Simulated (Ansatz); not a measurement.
**ZrSc2Be2, from a guessed structure to a relaxed one**

Starting from a made-up structure for ZrSc2Be2, the aim is the relaxed cell, its shortest contacts and, where a second run follows, its electronic structure.

Main program and level: Ansatz 0.2.0; DFT, PBE, plane-wave PAW, files of the set soft_1, scalar-relativistic, no spin, cell and ions relaxed at zero pressure; PAW set soft_1, in the first sound run; inputs show where later runs differ.

## 1. The structure

The structure is orthorhombic, space group Immm (No. 71). The conventional cell has a = 3.876 Å, b = 5.181 Å, c = 7.974 Å, α = 90.00°, β = 90.00°, γ = 90.00°. Zr has 4 Be at 2.45 Å and 4 Sc at 3.03 Å nearest. Nearest to Sc lie 6 Be at 2.72 to 2.85 Å and 2 Zr at 3.03 Å. Nearest to Be lie 1 Be at 2.17 Å and 2 Zr at 2.45 Å and 6 Sc at 2.72 to 2.85 Å. Farther neighbours are not listed.

## 2. Relaxation of the guess

The guess takes its coordinates from another compound and its volume from a rule, so the cell and any free coordinates are relaxed together.

File input.yaml:

```yaml
crystal:
  lattice:
    - [-1.938, 2.5905, 3.987]
    - [1.938, -2.5905, 3.987]
    - [1.938, 2.5905, -3.987]
  atoms:
    - { symbol: Zr, position: [0.0, 0.0, 0.0] }
    - { symbol: Sc, position: [0.6965, 0.1965, 0.5] }
    - { symbol: Sc, position: [0.3035, 0.8035, 0.5] }
    - { symbol: Be, position: [0.2902, 0.5, 0.7902] }
    - { symbol: Be, position: [0.7098, 0.5, 0.2098] }
kpoints:
  mp_grid: { grid: [9, 9, 9] }
scf:
  occupations: { method: fermi_dirac, width: 0.05 }
hamiltonian:
  xc: pbe
  pseudopotentials: { kind: paw, azcp: { folder: soft_1 } }
relax:
  f_tol: 0.015
  max_steps: 70
  cell: {}
output:
  forces: true
  stress: true
```

Run with:

```
$ ansatz run input.yaml --threads 4 --pin off --max-ram 8192MiB --backend cpu --events-out ev --progress --plain --runs-dir out
```

Numbers of over 12 decimals in the logs are rounded to 6 here.

Output:

```text
Engine: ansatz 0.2.0, aarch64-unknown-linux-gnu
Pseudopotentials: kind: paw
Pseudopotential: Zr, paw, valence charge 12, recommended cutoff 420 eV (normal), soft_1/Zr.paw.azcp
Pseudopotential: Sc, paw, valence charge 11, recommended cutoff 420 eV (normal), soft_1/Sc.paw.azcp
Pseudopotential: Be, paw, valence charge 2, recommended cutoff 420 eV (normal), soft_1/Be.paw.azcp
Functional definition: PBE
  parameter kappa = 0.804
  parameter beta = 0.066725
  exchange = pbe_x(kappa = kappa, mu = beta*pi^2/3)
  correlation = pbe_c(beta = beta)
Crystal: 5 atoms, lattice volume = 80.065 Å³
Basis set: ecut = 420 eV, 1579 PW (Γ), exchange–correlation on 72×72×72 points (8 copies of the dense FFT grid, shifted against one another)
Bands: 24, of which v1, the nominal top of the filled ones, is band 19 counted from 1 (18 counted from 0)
Symmetry: 8 space group operations
Space group: Immm (ITA 71), of the structure as read, at distance tolerance 4.3e-5 Å
k-points: 125 of 729
Non-local potential: Zr, projectors of the file, l = 0: 3, l = 1: 2, l = 2: 2, l = 3: 1
Non-local potential: Sc, projectors of the file, l = 0: 3, l = 1: 2, l = 2: 3, l = 3: 1
Non-local potential: Be, projectors of the file, l = 0: 2, l = 1: 2, l = 2: 1
PAW form: soft (Blöchl's): semilocal exchange-correlation on the pseudo side does not see the compensation charge
PAW one-centre angular grid: Zr, 590 points (default); XC on 64 Gauss nodes
PAW one-centre angular grid: Sc, 590 points (default); XC on 64 Gauss nodes
PAW one-centre angular grid: Be, 110 points (default); XC on 64 Gauss nodes
Initial density: superposition of atomic densities (chi_scale 0.1, normalization cell, long waves kept (reshape's long-wave potential 0.00 eV rms))
Initial wavefunctions: pseudopotential atomic-orbital guess
Functional: x = pbe(κ = 0.804, μ = 0.219515), c = pbe(β = 0.066725)
SCF iter   1: F=—  HF=-8641.634786 eV  |F-HF|=—  |Δ(HF+E_count)|=         —  Δρ=5.24e-2  dr2=5.59e0  ethr=3.10e-3  ⟨swp⟩=5.7  Hψ=13216  notcnv=0
preconditioner: auto → Kerker (q_TF=auto, 2.410 Å⁻¹)  [metal: Δε(μ)=0.004 eV  Ē_g=3.614 eV  σ=0.050 eV  W_gap=0.02  n_scr=14 (ndim 8)  ℏωp=15.5 eV  f_vac=0.000  D(μ)=3.91/eV (n_scr^D=36)]
SCF iter   2: F=—  HF=-8640.436259 eV  |F-HF|=—  |Δ(HF+E_count)|=    1.20e0  Δρ=2.14e-2  dr2=9.98e-1  ethr=3.10e-3  ⟨swp⟩=2.3  Hψ=5545  notcnv=0
SCF iter   3: F=—  HF=-8640.196083 eV  |F-HF|=—  |Δ(HF+E_count)|=   2.40e-1  Δρ=5.48e-3  dr2=3.69e-2  ethr=2.63e-3  ⟨swp⟩=2.3  Hψ=4488  notcnv=0
SCF iter   4: F=—  HF=-8640.189070 eV  |F-HF|=—  |Δ(HF+E_count)|=   7.01e-3  Δρ=9.82e-4  dr2=1.22e-3  ethr=9.71e-5  ⟨swp⟩=2.1  Hψ=5401  notcnv=0
SCF iter   5: F=—  HF=-8640.188927 eV  |F-HF|=—  |Δ(HF+E_count)|=   1.44e-4  Δρ=2.39e-4  dr2=6.20e-5  ethr=3.20e-6  ⟨swp⟩=2.0  Hψ=3871  notcnv=0
SCF iter   6: F=—  HF=-8640.188911 eV  |F-HF|=—  |Δ(HF+E_count)|=   1.55e-5  Δρ=1.28e-4  dr2=2.70e-5  ethr=1.63e-7  ⟨swp⟩=2.2  Hψ=4946  notcnv=0
SCF iter   7: F=—  HF=-8640.188907 eV  |F-HF|=—  |Δ(HF+E_count)|=   3.88e-6  Δρ=2.40e-5  dr2=4.48e-7  ethr=7.10e-8  ⟨swp⟩=2.0  Hψ=3657  notcnv=0
SCF iter   8: F=-8640.188907 eV  HF=-8640.188907 eV  |F-HF|=8.01e-9  |Δ(HF+E_count)|=   8.56e-9  Δρ=5.62e-6  dr2=2.94e-8  ethr=2.63e-10  ⟨swp⟩=4.0  Hψ=10669  notcnv=0
SCF 1 converged in 8 iterations: F = -8640.188907 eV  dr2 = 2.94e-8
  greatest PAW one-centre occupation: 0.998 electrons in one spin orbital (limit 2), on the Sc atom at site 2 (counted from 0), in its partial waves of l = 0
relax step   1: F+E_penalty+E_count = -8640.18890716 eV  Δ(F+E_penalty+E_count) = +0.000e0 eV  max|allowed force component| = 6.528e-1 eV/Å  Δτ_max = 0.0000 Å  P = +11.802 GPa  Ω = 80.065 Å³  (8 SCF iters, dr2 threshold 1.00e-7 eV, accepted)
Crystal: 5 atoms, lattice volume = 88.972 Å³
Basis set: ecut = 420 eV, 1719 PW (Γ), exchange–correlation on 72×72×72 points (8 copies of the dense FFT grid, shifted against one another)
Initial density: handed on by an earlier stage of this run
Initial wavefunctions: those handed on with the density
iter 1 solved again at ethr=6.13e-4 eV; its pass at ethr=3.10e-3 eV (dr2=2.33e-1 eV) is discarded
SCF iter   1: F=—  HF=-8640.650013 eV  |F-HF|=—  |Δ(HF+E_count)|=         —  Δρ=8.87e-3  dr2=2.34e-1  ethr=6.13e-4  ⟨swp⟩=1.0  Hψ=18144  notcnv=0
preconditioner: auto → Kerker (q_TF=auto, 2.368 Å⁻¹)  [metal: Δε(μ)=0.001 eV  Ē_g=2.902 eV  σ=0.050 eV  W_gap=0.01  n_scr=16 (ndim 8)  ℏωp=14.7 eV  f_vac=0.000  D(μ)=5.86/eV (n_scr^D=56)]
SCF iter   2: F=—  HF=-8640.618726 eV  |F-HF|=—  |Δ(HF+E_count)|=   3.13e-2  Δρ=3.96e-3  dr2=4.79e-2  ethr=6.13e-4  ⟨swp⟩=2.0  Hψ=3713  notcnv=0
SCF iter   3: F=—  HF=-8640.609761 eV  |F-HF|=—  |Δ(HF+E_count)|=   8.97e-3  Δρ=8.28e-4  dr2=1.20e-3  ethr=1.26e-4  ⟨swp⟩=2.1  Hψ=4340  notcnv=0
SCF iter   4: F=—  HF=-8640.609513 eV  |F-HF|=—  |Δ(HF+E_count)|=   2.48e-4  Δρ=1.66e-4  dr2=2.66e-5  ethr=3.15e-6  ⟨swp⟩=2.0  Hψ=3825  notcnv=0
SCF iter   5: F=—  HF=-8640.609518 eV  |F-HF|=—  |Δ(HF+E_count)|=   5.25e-6  Δρ=3.20e-5  dr2=7.85e-7  ethr=7.01e-8  ⟨swp⟩=2.0  Hψ=3829  notcnv=0
SCF iter   6: F=-8640.609518 eV  HF=-8640.609518 eV  |F-HF|=1.81e-8  |Δ(HF+E_count)|=   1.04e-7  Δρ=6.25e-6  dr2=4.81e-8  ethr=1.32e-9  ⟨swp⟩=4.0  Hψ=9006  notcnv=0
SCF 2 converged in 6 iterations: F = -8640.609518 eV  dr2 = 4.81e-8
relax step   2: F+E_penalty+E_count = -8640.60951801 eV  Δ(F+E_penalty+E_count) = -4.206e-1 eV  max|allowed force component| = 1.657e-1 eV/Å  Δτ_max = 0.0505 Å  P = +1.435 GPa  Ω = 88.972 Å³  energy of the carried Pulay correction = -6.440e-4 eV  (6 SCF iters, dr2 threshold 5.00e-7 eV, accepted)
Crystal: 5 atoms, lattice volume = 90.361 Å³
Basis set: ecut = 420 eV, 1751 PW (Γ), exchange–correlation on 72×72×72 points (8 copies of the dense FFT grid, shifted against one another)
iter 1 solved again at ethr=6.54e-5 eV; its pass at ethr=3.10e-3 eV (dr2=2.49e-2 eV) is discarded
SCF iter   1: F=—  HF=-8640.671540 eV  |F-HF|=—  |Δ(HF+E_count)|=         —  Δρ=3.24e-3  dr2=2.47e-2  ethr=6.54e-5  ⟨swp⟩=1.0  Hψ=19005  notcnv=0
preconditioner: auto → Kerker (q_TF=auto, 2.362 Å⁻¹)  [metal: Δε(μ)=0.011 eV  Ē_g=2.919 eV  σ=0.050 eV  W_gap=0.05  n_scr=16 (ndim 8)  ℏωp=14.6 eV  f_vac=0.000  D(μ)=6.34/eV (n_scr^D=64)]
SCF iter   2: F=—  HF=-8640.668124 eV  |F-HF|=—  |Δ(HF+E_count)|=   3.42e-3  Δρ=1.47e-3  dr2=2.79e-3  ethr=6.51e-5  ⟨swp⟩=2.0  Hψ=3473  notcnv=0
SCF iter   3: F=—  HF=-8640.667563 eV  |F-HF|=—  |Δ(HF+E_count)|=   5.61e-4  Δρ=6.58e-4  dr2=7.27e-4  ethr=7.35e-6  ⟨swp⟩=2.0  Hψ=3740  notcnv=0
SCF iter   4: F=—  HF=-8640.667423 eV  |F-HF|=—  |Δ(HF+E_count)|=   1.40e-4  Δρ=1.47e-4  dr2=2.19e-5  ethr=1.91e-6  ⟨swp⟩=2.0  Hψ=3816  notcnv=0
SCF iter   5: F=—  HF=-8640.667428 eV  |F-HF|=—  |Δ(HF+E_count)|=   5.44e-6  Δρ=3.68e-5  dr2=1.33e-6  ethr=5.76e-8  ⟨swp⟩=2.0  Hψ=3832  notcnv=0
SCF iter   6: F=-8640.667428 eV  HF=-8640.667428 eV  |F-HF|=6.08e-9  |Δ(HF+E_count)|=   7.08e-8  Δρ=7.77e-6  dr2=5.83e-8  ethr=1.32e-9  ⟨swp⟩=4.0  Hψ=9933  notcnv=0
SCF 3 converged in 6 iterations: F = -8640.667428 eV  dr2 = 5.83e-8
relax step   3: F+E_penalty+E_count = -8640.66742802 eV  Δ(F+E_penalty+E_count) = -5.791e-2 eV  max|allowed force component| = 1.467e-1 eV/Å  Δτ_max = 0.0243 Å  P = +0.020 GPa  Ω = 90.361 Å³  energy of the carried Pulay correction = -7.383e-4 eV  (6 SCF iters, dr2 threshold 5.00e-7 eV, accepted)
[... from here on, the SCF cycles and remarks between the steps are left out ...]
relax step   4: F+E_penalty+E_count = -8640.68345336 eV  Δ(F+E_penalty+E_count) = -1.603e-2 eV  max|allowed force component| = 6.491e-2 eV/Å  Δτ_max = 0.0362 Å  P = -0.337 GPa  Ω = 90.883 Å³  energy of the carried Pulay correction = -7.735e-4 eV  (6 SCF iters, dr2 threshold 5.00e-7 eV, accepted)
relax step   5: F+E_penalty+E_count = -8640.68573259 eV  Δ(F+E_penalty+E_count) = -2.279e-3 eV  max|allowed force component| = 1.873e-2 eV/Å  Δτ_max = 0.0109 Å  P = -0.061 GPa  Ω = 90.429 Å³  energy of the carried Pulay correction = -7.430e-4 eV  (5 SCF iters, dr2 threshold 5.00e-7 eV, accepted)
relax step   6: F+E_penalty+E_count = -8640.68698261 eV  Δ(F+E_penalty+E_count) = -1.250e-3 eV  max|allowed force component| = 4.930e-4 eV/Å  Δτ_max = 0.0012 Å  P = +0.088 GPa  Ω = 90.192 Å³  energy of the carried Pulay correction = -7.270e-4 eV  (5 SCF iters, dr2 threshold 2.16e-7 eV, accepted)
relax step   7: F+E_penalty+E_count = -8640.68752003 eV  Δ(F+E_penalty+E_count) = -5.374e-4 eV  max|allowed force component| = 1.547e-2 eV/Å  Δτ_max = 0.0006 Å  P = +0.093 GPa  Ω = 90.119 Å³  energy of the carried Pulay correction = -7.221e-4 eV  (5 SCF iters, dr2 threshold 2.01e-7 eV, accepted)
relax step   8: F+E_penalty+E_count = -8640.68757915 eV  Δ(F+E_penalty+E_count) = -5.911e-5 eV  max|allowed force component| = 1.095e-2 eV/Å  Δτ_max = 0.0009 Å  P = +0.020 GPa  Ω = 90.192 Å³  energy of the carried Pulay correction = -7.269e-4 eV  (5 SCF iters, dr2 threshold 4.03e-8 eV, accepted)
relax step   9: F+E_penalty+E_count = -8640.68893699 eV  Δ(F+E_penalty+E_count) = -1.358e-3 eV  max|allowed force component| = 1.105e-2 eV/Å  Δτ_max = 0.0000 Å  P = +0.038 GPa  Ω = 90.192 Å³  stress off target by 8.99e-2 GPa  SCF on the basis re-selected at this cell (its energy is not comparable with the rows above)  (6 SCF iters)
relax step  10: F+E_penalty+E_count = -8640.68897059 eV  Δ(F+E_penalty+E_count) = -3.361e-5 eV  max|allowed force component| = 3.997e-3 eV/Å  Δτ_max = 0.0016 Å  P = +0.010 GPa  Ω = 90.219 Å³  energy of the carried Pulay correction = -2.123e-6 eV  (5 SCF iters, dr2 threshold 2.02e-8 eV, accepted)
iter 1 solved again at ethr=2.57e-6 eV; its pass at ethr=3.10e-3 eV (dr2=9.76e-4 eV) is discarded
SCF iter   1: F=—  HF=-8640.688961 eV  |F-HF|=—  |Δ(HF+E_count)|=         —  Δρ=1.35e-5  dr2=1.33e-8  ethr=2.57e-6  ⟨swp⟩=2.2  Hψ=18606  notcnv=0
eigensolver tolerance schedule: the retry pair's looser diagonalisation over-reported the residual by 73142.35 of it (diagonalisation noise at an unbounded share of the residual, at the tolerance the schedule requests for it); recorded, not acted on — ethr = c·dr2/N_el stays at c = 1.0e-1
preconditioner: auto → Kerker (q_TF=auto, 2.362 Å⁻¹)  [metal: Δε(μ)=0.005 eV  Ē_g=2.934 eV  σ=0.050 eV  W_gap=0.03  n_scr=16 (ndim 8)  ℏωp=14.6 eV  f_vac=0.000  D(μ)=6.84/eV (n_scr^D=76)]
SCF iter   2: F=—  HF=-8640.688973 eV  |F-HF|=—  |Δ(HF+E_count)|=   1.22e-5  Δρ=6.91e-6  dr2=5.56e-9  ethr=3.51e-11  ⟨swp⟩=3.0  Hψ=7839  notcnv=0
SCF iter   3: F=—  HF=-8640.688973 eV  |F-HF|=—  |Δ(HF+E_count)|=   1.06e-7  Δρ=2.78e-6  dr2=1.17e-9  ethr=1.46e-11  ⟨swp⟩=2.0  Hψ=3479  notcnv=0
SCF iter   4: F=—  HF=-8640.688973 eV  |F-HF|=—  |Δ(HF+E_count)|=   1.89e-8  Δρ=3.62e-7  dr2=8.13e-11  ethr=3.08e-12  ⟨swp⟩=2.1  Hψ=3572  notcnv=0
SCF iter   5: F=-8640.688973 eV  HF=-8640.688973 eV  |F-HF|=2.55e-11  |Δ(HF+E_count)|=  4.18e-11  Δρ=1.73e-7  dr2=1.79e-11  ethr=1.00e-12  ⟨swp⟩=4.0  Hψ=9049  notcnv=0
SCF 11 converged in 5 iterations: F = -8640.688973 eV  dr2 = 1.79e-11
relax step  11: F+E_penalty+E_count = -8640.68897324 eV  Δ(F+E_penalty+E_count) = -2.652e-6 eV  max|allowed force component| = 4.007e-3 eV/Å  Δτ_max = 0.0000 Å  P = +0.010 GPa  Ω = 90.219 Å³  stress off target by 1.26e-2 GPa  SCF on the basis re-selected at this cell (its energy is not comparable with the rows above)  (5 SCF iters)
basis re-selected at this cell: Δ(F+E_penalty+E_count) = -2.652e-6 eV, ΔP = +0.000 GPa vs the last step (what re-selecting the basis moved, of the pressure what is left beyond the Pulay correction that the steps carried, after the strain that the cell walked since its last selection, with what the two solves' SCF thresholds leave and, on support functions, any second-order correction that the steps lacked; it is no m [...]
SCF converged after 5 iterations
Free energy (F): -8640.688973 eV
Harris-Foulkes:  -8640.688973 eV  (|F-HF|=2.55e-11)
Internal energy: -8640.633639 eV  (E = F + TS)
E sigma→0 (E₀):  -8640.661306 eV
Entropy (-TS):   -0.055334 eV (-11.067 meV/atom)
Fermi energy:    9.530134 eV
--- Per-component energies (eV) ---
  E_band       = -448.265687
  E_kinetic    = 766.688140
  E_local      = -2471.183533  (includes V_loc(G=0)·N_el)
  E_nonlocal   = 369.583608
  E_hartree    = 880.730030
  E_xc         = -364.300514
  E_vxc        = -431.412376  (∫ρ·V_xc dr)
  E_paw        = -5063.423872  (= ΣΔE_a)
  E_vpaw       = -443.401656  (= ΣTr[D̂ρ^β])
  E_aug_tail   = 0.000061  (compensation charges beyond the density's cutoff)
  E_ewald      = -2758.727561
  E_smearing   = -0.055334  (= −TS)
  E_closure    = 0.000000  (closes the sum)
  Σ components = -8640.688973   (vs F -8640.688973, Δ=0.00e0)
--- Forces (eV/Å), atoms counted from 1 ---
  atom   1  Zr     0.00000000     0.00000000     0.00000000
  atom   2  Sc     0.00000000     0.00000000     0.00018936
  atom   3  Sc     0.00000000     0.00000000    -0.00018936
  atom   4  Be     0.00000000     0.00400713     0.00000000
  atom   5  Be     0.00000000    -0.00400713     0.00000000
  max |Σ_I F_I| component: 2.71e-20 eV/Å
--- Stress (GPa, compression-positive) ---
        0.012633       0.000000       0.000000
        0.000000       0.007357       0.000000
        0.000000       0.000000       0.008689
  P = ⅓ Tr σ = 0.0096 GPa (0.096 kbar)
--- Relaxed structure (9 steps of the walk, 9 accepted, 2 SCFs on fresh bases) ---
  F+E_penalty+E_count = -8640.68897324 eV   max|allowed force component| = 4.007e-3 eV/Å   (the final SCF, on the basis selected at the relaxed cell)
  cell:  # Å, volume = 90.2194 Å³
    - [-2.019683, 2.866298, 3.896149]
    - [2.019683, -2.866298, 3.896149]
    - [2.019683, 2.866298, -3.896149]
  atoms:
    - { symbol: Zr, position: [0, 2.1210877716044536e-19, -2.343768448530718e-19] }
    - { symbol: Sc, position: [0.696021, 0.196021, 0.500000] }
    - { symbol: Sc, position: [0.303979, 0.803979, 0.500000] }
    - { symbol: Be, position: [0.308110, 0.5, 0.808110] }
    - { symbol: Be, position: [0.691890, 0.500000, 0.191890] }
```

It took 28 s on 4 threads of Arm Neoverse V2, shared host; peak memory 0.57 GiB.

Step by step:

```
step  energy less that of the first step (eV)  largest force component (eV/Å)  pressure (GPa)  volume (Å³)
   1                                   0.0000                          0.6528           11.80        80.07
   2                                  -0.4206                          0.1657            1.43        88.97
   3                                  -0.4785                          0.1467            0.02        90.36
   4                                  -0.4945                          0.0649           -0.34        90.88
   5                                  -0.4968                          0.0187           -0.06        90.43
   6                                  -0.4981                          0.0005            0.09        90.19
   7                                  -0.4986                          0.0155            0.09        90.12
   8                                  -0.4987                          0.0110            0.02        90.19
  9*                                  -0.5000                          0.0110            0.04        90.19
  10                                  -0.5001                          0.0040            0.01        90.22
 11*                                  -0.5001                          0.0040            0.01        90.22
```

Relaxation steps marked * repeat the geometry before them on a plane-wave basis chosen anew for their cell, so energy and pressure can jump there.

The run keeps the 8 symmetry operations that it works with, so distortions that break them were not tested.

| conventional cell, symmetrised | before | after | change |
| --- | --- | --- | --- |
| a (Å) | 3.876 | 4.039 | +4.2 % |
| b (Å) | 5.181 | 5.733 | +10.6 % |
| c (Å) | 7.974 | 7.792 | -2.3 % |
| volume (Å³/atom) | 16.01 | 18.04 | +12.7 % |

The atoms that moved most (Å, as changes of fractional coordinates times the final cell):

```
atom     dx      dy     dz  length
 Be5  0.000  -0.103  0.000   0.103
 Be4  0.000   0.103  0.000   0.103
```

The relaxed structure:

```cif
data_structure
_symmetry_space_group_name_H-M 'P 1'
_symmetry_Int_Tables_number 1
_cell_length_a 5.2416
_cell_length_b 5.2416
_cell_length_c 5.2416
_cell_angle_alpha 134.673
_cell_angle_beta 113.700
_cell_angle_gamma 83.972
_cell_volume 90.22
loop_
_atom_site_label
_atom_site_type_symbol
_atom_site_fract_x
_atom_site_fract_y
_atom_site_fract_z
_atom_site_occupancy
Zr1 Zr 0.00000 0.00000 0.00000 1
Sc2 Sc 0.69602 0.19602 0.50000 1
Sc3 Sc 0.30398 0.80398 0.50000 1
Be4 Be 0.30811 0.50000 0.80811 1
Be5 Be 0.69189 0.50000 0.19189 1
```

Numbers from this step:

* free energy: -8640.6890 eV
* energy at zero smearing: -8640.6613 eV
* smearing term TS: 0.05533 eV
* Fermi energy: 9.530 eV
* electrons: 38
* symmetry operations: 8
* pressure: 0.009560 GPa

Shortest distances by pair of elements, guess and relaxed (not always the same contact):

```csv
pair,guess (Å),relaxed (Å)
Be–Be,2.174,2.200
Be–Zr,2.453,2.683
Be–Sc,2.719,2.761
Sc–Sc,3.134,3.055
Sc–Zr,3.028,3.113
```

The relaxation ends with a largest force component of 0.0040 eV/Å and a pressure of 0.01 GPa.

(Part 1 of 2 ends here.)

[Logs are printed without paths, hosts, clocks, repeated set-up lines and the standing remarks that a program may print on its own settings, such as how far it seeks lower states.]

[Hosts, paths, dates, database ids (printed as entryN), source tags and the programs' standing remarks are cut or masked in the printed files.]
